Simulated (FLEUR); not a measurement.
## How the basis cutoff moves the magnetism of TmIr

Two starts of TmIr are run at each rung of the basis cutoff. Which rung is enough?

Method: LDA (VWN); all-electron FLAPW, Dirac cores, scalar-relativistic bands, in FLEUR MaX-R8.1.

## (1) Starting point

The structure is cubic, space group Pm-3m (No. 221). The conventional cell has a = 3.353 Å, b = 3.353 Å, c = 3.353 Å, α = 90.00°, β = 90.00°, γ = 90.00°. Tm has 8 Ir at 2.90 Å nearest. Ir has 8 Tm at 2.90 Å nearest. Farther neighbours are not listed.

Coordinates:

```
Tm Ir
1.0
     3.35300    0.00000    0.00000
     0.00000    3.35300    0.00000
     0.00000    0.00000    3.35300
Tm Ir
1 1
Direct
  0.50000 0.50000 0.50000
  0.00000 0.00000 0.00000
```

## (2) Rung 1 (Kmax 2.16 1/bohr), start ferro +

The ladder starts at a small basis and climbs, to see from where on the results stand still.

inpgen writes inp.xml from crystal.txt; cutoffs, mixing, functional, smearing and local orbitals are then set in the file. The k list default-1 (kpts.xml, not shown) is a Γ-centred 8×8×8 mesh; where the ranks do not divide the number of points, some are split in two of half the weight.

File inp.xml:

```
<?xml version="1.0" encoding="UTF-8" standalone="no"?>
<fleurInput fleurInputVersion="0.39">
   <comment>
      TmIr
   </comment>
   <calculationSetup>
      <cutoffs Kmax="2.16" Gmax="6.5" GmaxXC="6.5" numbands="0"/>
      <scfLoop itmax="90" minDistance="0.00002" maxIterBroyd="15" imix="Anderson" alpha="0.05" precondParam="0.0" spinf="2.0" sdNocoIR="T"/>
      <coreElectrons ctail="T" frcor="F" kcrel="0" coretail_lmax="0"/>
      <xcFunctional name="vwn" relativisticCorrections="F"/>
      <magnetism jspins="2"/>
      <soc l_soc="F" theta="0.0" phi="0.0" spav="F"/>
      <expertModes spex="0" secvar="F"/>
      <geometryOptimization l_f="F" forcealpha="1.0" forcemix="BFGS" epsdisp="0.00001" epsforce="0.00001"/>
      <ldaU l_linMix="F" mixParam="0.05" spinf="1.0"/>
   </calculationSetup>
   <cell>
      <bzIntegration valenceElectrons="38.0" mode="hist" fermiSmearingEnergy="0.00293995">
         <kPointListSelection listName="default-1"/>
         <xi:include xmlns:xi="http://www.w3.org/2001/XInclude" href="kpts.xml"> </xi:include>
      </bzIntegration>
      <xi:include xmlns:xi="http://www.w3.org/2001/XInclude" href="sym.xml"> </xi:include>
      <bulkLattice scale="1.0">
         <bravaisMatrix>
            <row-1>    6.3362516957838002     0.0000000000000000     0.0000000000000000</row-1>
            <row-2>    0.0000000000000000     6.3362516957838002     0.0000000000000000</row-2>
            <row-3>    0.0000000000000000     0.0000000000000000     6.3362516957838002</row-3>
         </bravaisMatrix>
      </bulkLattice>
   </cell>
   <atomSpecies>
      <species name="Thulium (T2.001" element="Tm" atomicNumber="69">
         <mtSphere radius="2.68" gridPoints="885" logIncrement="0.015"/>
         <atomicCutoffs lmax="10" lnonsphr="8"/>
         <electronConfig flipSpins="F">
            <coreConfig>(1s1/2) (2s1/2) (2p1/2) (2p3/2) (3s1/2) (3p1/2) (3p3/2) (4s1/2) (3d3/2) (3d5/2) (4p1/2) (4p3/2) (4d3/2) (4d5/2)</coreConfig>
            <valenceConfig>(5s1/2) (5p1/2) (5p3/2) (6s1/2) (4f5/2) (4f7/2)</valenceConfig>
            <stateOccupation state="(4f5/2)" spinUp="3.0" spinDown="2.5714285714286"/>
            <stateOccupation state="(4f7/2)" spinUp="4.0" spinDown="3.4285714285714"/>
         </electronConfig>
         <energyParameters s="6" p="6" d="5" f="4"/>
         <lo type="SCLO" l="0" n="5" eDeriv="0"/>
         <lo type="SCLO" l="1" n="5" eDeriv="0"/>
      </species>
      <species name="Iridium (Ir)" element="Ir" atomicNumber="77">
         <mtSphere radius="2.68" gridPoints="885" logIncrement="0.015"/>
         <atomicCutoffs lmax="10" lnonsphr="8"/>
         <electronConfig flipSpins="F">
            <coreConfig>(1s1/2) (2s1/2) (2p1/2) (2p3/2) (3s1/2) (3p1/2) (3p3/2) (4s1/2) (3d3/2) (3d5/2) (4p1/2) (4p3/2) (5s1/2) (4d3/2) (4d5/2) (4f5/2) (4f7/2)</coreConfig>
            <valenceConfig>(5p1/2) (5p3/2) (6s1/2) (5d3/2) (5d5/2)</valenceConfig>
            <stateOccupation state="(5d3/2)" spinUp="1.400000" spinDown="1.400000"/>
            <stateOccupation state="(5d5/2)" spinUp="2.100000" spinDown="2.100000"/>
         </electronConfig>
         <energyParameters s="6" p="6" d="5" f="5"/>
         <lo type="SCLO" l="1" n="5" eDeriv="0"/>
      </species>
   </atomSpecies>
   <atomGroups>
      <atomGroup species="Thulium (T2.001">
         <relPos label="                   1">1.000/2.000 1.000/2.000 1.000/2.000</relPos>
         <force calculate="T" relaxXYZ="TTT"/>
      </atomGroup>
      <atomGroup species="Iridium (Ir)">
         <relPos label="                   2">.0000000000 .0000000000 .0000000000</relPos>
         <force calculate="T" relaxXYZ="TTT"/>
      </atomGroup>
   </atomGroups>
   <output dos="F" band="F" slice="F">
      <bandDOS minEnergy="-.5*Htr" maxEnergy="0.5*Htr" sigma="0.015" storeEVData="T"/>
      <plotting iplot="0" polar="F">
         <plot TwoD="T" vec1="  1.0  0.0  0.0" vec2="  0.0  1.0  0.0" vec3="  0.0  0.0  1.0" zero="  0.0  0.0  0.0" file="plot"/>
      </plotting>
      <moessbauerParams electricFieldGradient="F" isomerShift="F" coreHyperfine="F" valenceHyperfine="F"/>
   </output>
</fleurInput>
```

File crystal.txt:

```
TmIr
&input film=F cartesian=F /
3.35300000000  0.00000000000  0.00000000000
0.00000000000  3.35300000000  0.00000000000
0.00000000000  0.00000000000  3.35300000000
1.8897261246
1.0 1.0 1.0

2
69 0.50000000000  0.50000000000  0.50000000000 : 2.001
77 0.00000000000  0.00000000000  0.00000000000

&kpt div1=8 div2=8 div3=8 gamma=T /
```

On the command line:

```sh
> OMP_NUM_THREADS=1 inpgen -f crystal.txt > inpgen.log  # inp.xml is then edited as shown
> OMP_NUM_THREADS=1 mpirun -n 4 fleur_MPI > fleur.log
```

The program printed:

```text
Welcome to FLEUR        (www.flapw.de)
      MaX-Release 8.1          (www.max-centre.eu)

 ========== k-point set info ==========
 Selected k-point list: default-1
 k-point list type: mesh
 0 x 0 x 0
 Number of k points: 36

 ------------Calculation Setup---------------------------
 Number of MPI-tasks      :            4
 Number of PE/node        :            4
 Number of OMP-threads    :            1
 k-points in parallel     :            4
 pe's per k-point         :            1
 No of k-point loops      :            9
 Eigenvalue solver        :       lapack
 Number of basis functions:           60
 Approximate size of matrices (H+S) per k-point:         0.000 GB
 --------------------------------------------------------
 Iteration:     1   Distance:     217.21193649 me/bohr^3
 Iteration:     2   Distance:      42.72318747 me/bohr^3
 Iteration:     3   Distance:      21.59944891 me/bohr^3
 Iteration:     4   Distance:      17.39210830 me/bohr^3
 Iteration:     5   Distance:      12.58348444 me/bohr^3
 Iteration:     6   Distance:      11.66867099 me/bohr^3
 Iteration:     7   Distance:       6.05726265 me/bohr^3
 Iteration:     8   Distance:       6.86492613 me/bohr^3
 Iteration:     9   Distance:       5.04914543 me/bohr^3
 Iteration:    10   Distance:       5.08828681 me/bohr^3
[... 18 iterations left out ...]
 Iteration:    29   Distance:       0.00190763 me/bohr^3
 Iteration:    30   Distance:       0.00186473 me/bohr^3
 Iteration:    31   Distance:       0.00181720 me/bohr^3
 Iteration:    32   Distance:       0.00110651 me/bohr^3
 Iteration:    33   Distance:       0.00088662 me/bohr^3
 Iteration:    34   Distance:       0.00038358 me/bohr^3
 Iteration:    35   Distance:       0.00018781 me/bohr^3
 Iteration:    36   Distance:       0.00023139 me/bohr^3
 Iteration:    37   Distance:       0.00005546 me/bohr^3
 Iteration:    38   Distance:       0.00000776 me/bohr^3

 ********************************************************************
 Run finished successfully
 Stop message:
   all done
 ********************************************************************

--- out.xml (last complete iteration) ---
<iteration numberForCurrentRun="   38" overallNumber="   38">
         [... left out ...]
         <bandgap value="0.0280000218" units="eV"/>
         <sumValenceSingleParticleEnergies value="-10.2616797013" units="Htr"/>
         <FermiEnergy value="0.2840752136" units="Htr"/>
         <valenceDensity>
            <mtCharges spin="1">
               <mtCharge atomType="1" total="10.5978716" s="1.1113983" p="2.9879435" d="0.2471437" f="6.2242154"/>
               <mtCharge atomType="2" total="6.8862531" s="0.3439554" p="3.0994085" d="3.3947455" f="0.0216625"/>
            </mtCharges>
            <mtCharges spin="2">
               <mtCharge atomType="1" total="10.5978720" s="1.1113983" p="2.9879435" d="0.2471437" f="6.2242159"/>
               <mtCharge atomType="2" total="6.8862531" s="0.3439554" p="3.0994085" d="3.3947456" f="0.0216625"/>
            </mtCharges>
            <spinDependentCharge spin="1" total="18.9999997" interstitial="1.5158751" mtSpheres="17.4841246"/>
            <spinDependentCharge spin="2" total="19.0000003" interstitial="1.5158751" mtSpheres="17.4841251"/>
            <totalCharge value="38.0000000000"/>
         </valenceDensity>
         [... left out ...]
         <magneticMomentsInMTSpheres units="muBohr">
            <globalMagMoment atomType="1" vec="0.00000   0.00000   0.00000"/>
            <localMagMoment atomType="1" vec="0.00000   0.00000   0.00000"/>
            <globalMagMoment atomType="2" vec="0.00000   0.00000   0.00000"/>
            <localMagMoment atomType="2" vec="0.00000   0.00000   0.00000"/>
         </magneticMomentsInMTSpheres>
         [... left out ...]
         <totalEnergy value="   -31421.1810485719" units="Htr">
            <sumOfEigenvalues value="   -19275.4313653134">
               <coreElectrons value="-19265.1696856121"/>
               <valenceElectrons value="-10.2616797013"/>
            </sumOfEigenvalues>
            <densityCoulombPotentialIntegral value="-53821.9264722219"/>
            <densityEffectivePotentialIntegral value="-54641.1192710671"/>
            <chargeDenXCDenIntegral value="-617.1777604915"/>
            <FockExchangeEnergyValence value="0.0000000000"/>
            <FockExchangeEnergyCore value="0.0000000000"/>
         [... left out ...]
            <tkbTimesEntropy value="0.0022373727"/>
            <freeEnergy value="-31421.1832859446"/>
            <extrapolationTo0K value="-31421.1821672582"/>
         </totalEnergy>
         <densityConvergence units="me/bohr^3">
            <chargeDensity spin="1" distance="0.0000063116"/>
            <chargeDensity spin="2" distance="0.0000033218"/>
            <overallChargeDensity distance="0.0000077625"/>
            <spinDensity distance="0.0000064408"/>
         </densityConvergence>
      </iteration>
```

Run time: 9.5 s. Hardware: 4 MPI ranks of Intel Xeon 6975P-C (Granite Rapids), shared host; peak memory 0.22 GiB; 37 s of CPU time.

This step gave:

```yaml
free_energy: -855013.9547 eV
program_s_band_gap_on_this_mesh_in_a_metal_only_a_level_spacing: 0.02800 eV
final_state: non-magnetic
```

After 38 cycles the seed has died away: no moment is left.

## (3) Rung 1 (Kmax 2.16 1/bohr), start antiferro q=(0,1/2,1/2) +-

The second start gives the energy difference between the two end states, the quantity that is followed up the ladder. Its q is in fractions of the primitive cell's reciprocal vectors.

The k list default-1 (kpts.xml, not shown) is a Γ-centred 8×4×8 mesh.

inp.xml: that of step 2 with these lines changed.

```diff
@@ -17,3 +17,3 @@
    <cell>
-      <bzIntegration valenceElectrons="38.0" mode="hist" fermiSmearingEnergy="0.00293995">
+      <bzIntegration valenceElectrons="76.0" mode="hist" fermiSmearingEnergy="0.00293995">
          <kPointListSelection listName="default-1"/>
@@ -25,4 +25,4 @@
             <row-1>    6.3362516957838002     0.0000000000000000     0.0000000000000000</row-1>
-            <row-2>    0.0000000000000000     6.3362516957838002     0.0000000000000000</row-2>
-            <row-3>    0.0000000000000000     0.0000000000000000     6.3362516957838002</row-3>
+            <row-2>    0.0000000000000000    12.6725033915676004     0.0000000000000000</row-2>
+            <row-3>    0.0000000000000000     6.3362516957838002     6.3362516957838002</row-3>
          </bravaisMatrix>
@@ -39,2 +39,15 @@
             <stateOccupation state="(4f7/2)" spinUp="4.0" spinDown="3.4285714285714"/>
+         </electronConfig>
+         <energyParameters s="6" p="6" d="5" f="4"/>
+         <lo type="SCLO" l="0" n="5" eDeriv="0"/>
+         <lo type="SCLO" l="1" n="5" eDeriv="0"/>
+      </species>
+      <species name="Thulium (T-2.001" element="Tm" atomicNumber="69">
+         <mtSphere radius="2.68" gridPoints="885" logIncrement="0.015"/>
+         <atomicCutoffs lmax="10" lnonsphr="8"/>
+         <electronConfig flipSpins="F">
+            <coreConfig>(1s1/2) (2s1/2) (2p1/2) (2p3/2) (3s1/2) (3p1/2) (3p3/2) (4s1/2) (3d3/2) (3d5/2) (4p1/2) (4p3/2) (4d3/2) (4d5/2)</coreConfig>
+            <valenceConfig>(5s1/2) (5p1/2) (5p3/2) (6s1/2) (4f5/2) (4f7/2)</valenceConfig>
+            <stateOccupation state="(4f5/2)" spinUp="2.5714285714286" spinDown="3.0"/>
+            <stateOccupation state="(4f7/2)" spinUp="3.4285714285714" spinDown="4.0"/>
          </electronConfig>
@@ -59,3 +72,7 @@
       <atomGroup species="Thulium (T2.001">
-         <relPos label="                   1">1.000/2.000 1.000/2.000 1.000/2.000</relPos>
+         <relPos label="                   1">1.000/2.000 .0000000000 1.000/2.000</relPos>
+         <force calculate="T" relaxXYZ="TTT"/>
+      </atomGroup>
+      <atomGroup species="Thulium (T-2.001">
+         <relPos label="                   2">1.000/2.000 1.000/2.000 1.000/2.000</relPos>
          <force calculate="T" relaxXYZ="TTT"/>
@@ -63,3 +80,4 @@
       <atomGroup species="Iridium (Ir)">
-         <relPos label="                   2">.0000000000 .0000000000 .0000000000</relPos>
+         <relPos label="                   3">.0000000000 .0000000000 .0000000000</relPos>
+         <relPos label="                   4">.0000000000 1.000/2.000 .0000000000</relPos>
          <force calculate="T" relaxXYZ="TTT"/>
```

File crystal.txt:

```
TmIr
&input film=F cartesian=F /
3.35300000000  0.00000000000  0.00000000000
0.00000000000  6.70600000000  0.00000000000
0.00000000000  3.35300000000  3.35300000000
1.8897261246
1.0 1.0 1.0

4
69 0.50000000000  0.00000000000  0.50000000000 : 2.001
69 0.50000000000  0.50000000000  0.50000000000 : -2.001
77 0.00000000000  0.00000000000  0.00000000000
77 0.00000000000  0.50000000000  0.00000000000

&kpt div1=8 div2=4 div3=8 gamma=T /
```

The program printed:

```text
[banner, memory and clock lines left out]
Welcome to FLEUR        (www.flapw.de)
      MaX-Release 8.1          (www.max-centre.eu)

 ========== k-point set info ==========
 Selected k-point list: default-1
 k-point list type: mesh
 0 x 0 x 0
 Number of k points: 68

 [... set-up left out ...]
 Iteration:     1   Distance:     215.03013862 me/bohr^3
 Iteration:     2   Distance:      42.03380142 me/bohr^3
 Iteration:     3   Distance:      21.34107969 me/bohr^3
 Iteration:     4   Distance:      15.05009787 me/bohr^3
 Iteration:     5   Distance:      12.43868667 me/bohr^3
 Iteration:     6   Distance:      12.44442686 me/bohr^3
 Iteration:     7   Distance:       8.80578344 me/bohr^3
 Iteration:     8   Distance:       9.38608612 me/bohr^3
[... lines left out ...]
[... 19 iterations left out ...]
[... lines left out ...]
 Iteration:    34   Distance:       0.00126524 me/bohr^3
 Iteration:    35   Distance:       0.00052746 me/bohr^3
 Iteration:    36   Distance:       0.00009232 me/bohr^3
 Iteration:    37   Distance:       0.00007594 me/bohr^3
 Iteration:    38   Distance:       0.00002631 me/bohr^3
 Iteration:    39   Distance:       0.00000629 me/bohr^3

 ********************************************************************
 Run finished successfully
 Stop message:
   all done
 ********************************************************************

--- out.xml (last complete iteration) ---
<iteration numberForCurrentRun="   39" overallNumber="   39">
         [... left out ...]
         <bandgap value="0.0000001681" units="eV"/>
         <sumValenceSingleParticleEnergies value="-20.5233667646" units="Htr"/>
         <FermiEnergy value="0.2840752789" units="Htr"/>
         [... left out ...]
         <magneticMomentsInMTSpheres units="muBohr">
            <globalMagMoment atomType="1" vec="0.00000   0.00000   0.00000"/>
            <globalMagMoment atomType="2" vec="0.00000   0.00000   0.00000"/>
            <globalMagMoment atomType="3" vec="0.00000   0.00000   0.00000"/>
         </magneticMomentsInMTSpheres>
         [... left out ...]
         <totalEnergy value="   -62842.3620984430" units="Htr">
            <sumOfEigenvalues value="   -38550.8627592165">
               <coreElectrons value="-38530.3393924519"/>
               <valenceElectrons value="-20.5233667646"/>
            </sumOfEigenvalues>
         [... left out ...]
            <freeEnergy value="-62842.3665723241"/>
            <extrapolationTo0K value="-62842.3643353836"/>
         </totalEnergy>
         <densityConvergence units="me/bohr^3">
            <chargeDensity spin="1" distance="0.0000031749"/>
            <chargeDensity spin="2" distance="0.0000039520"/>
            <overallChargeDensity distance="0.0000062918"/>
            <spinDensity distance="0.0000034366"/>
         </densityConvergence>
      </iteration>
```

It took 47 s on 4 MPI ranks; peak memory 0.36 GiB; 3.1 min of CPU time.

The spin moment in the muffin-tin sphere vanishes on all atoms.

This step gave:

```
free energy                                                       : -1710027.9094 eV
program's band gap on this mesh (in a metal only a level spacing) : 1.68e-7 eV
final state                                                       : non-magnetic
```

This start lies -0.0 meV a seeded atom from the first; its moments have collapsed.

(Continued in part 2 of 4.)

[Logs and program files are shortened in this print: banners, set-up blocks, solver, clock and traceback lines can be left out without a mark of their own.]

[Logs are printed without paths, hosts, clocks, repeated set-up lines and the standing remarks that a program may print on its own settings, such as how far it seeks lower states.]

[Hosts, paths, dates, database ids (printed as entryN), source tags and the programs' standing remarks are cut or masked in the printed files.]

[Where a cell is said to come from a database of computed structures, the database is the Materials Project.]
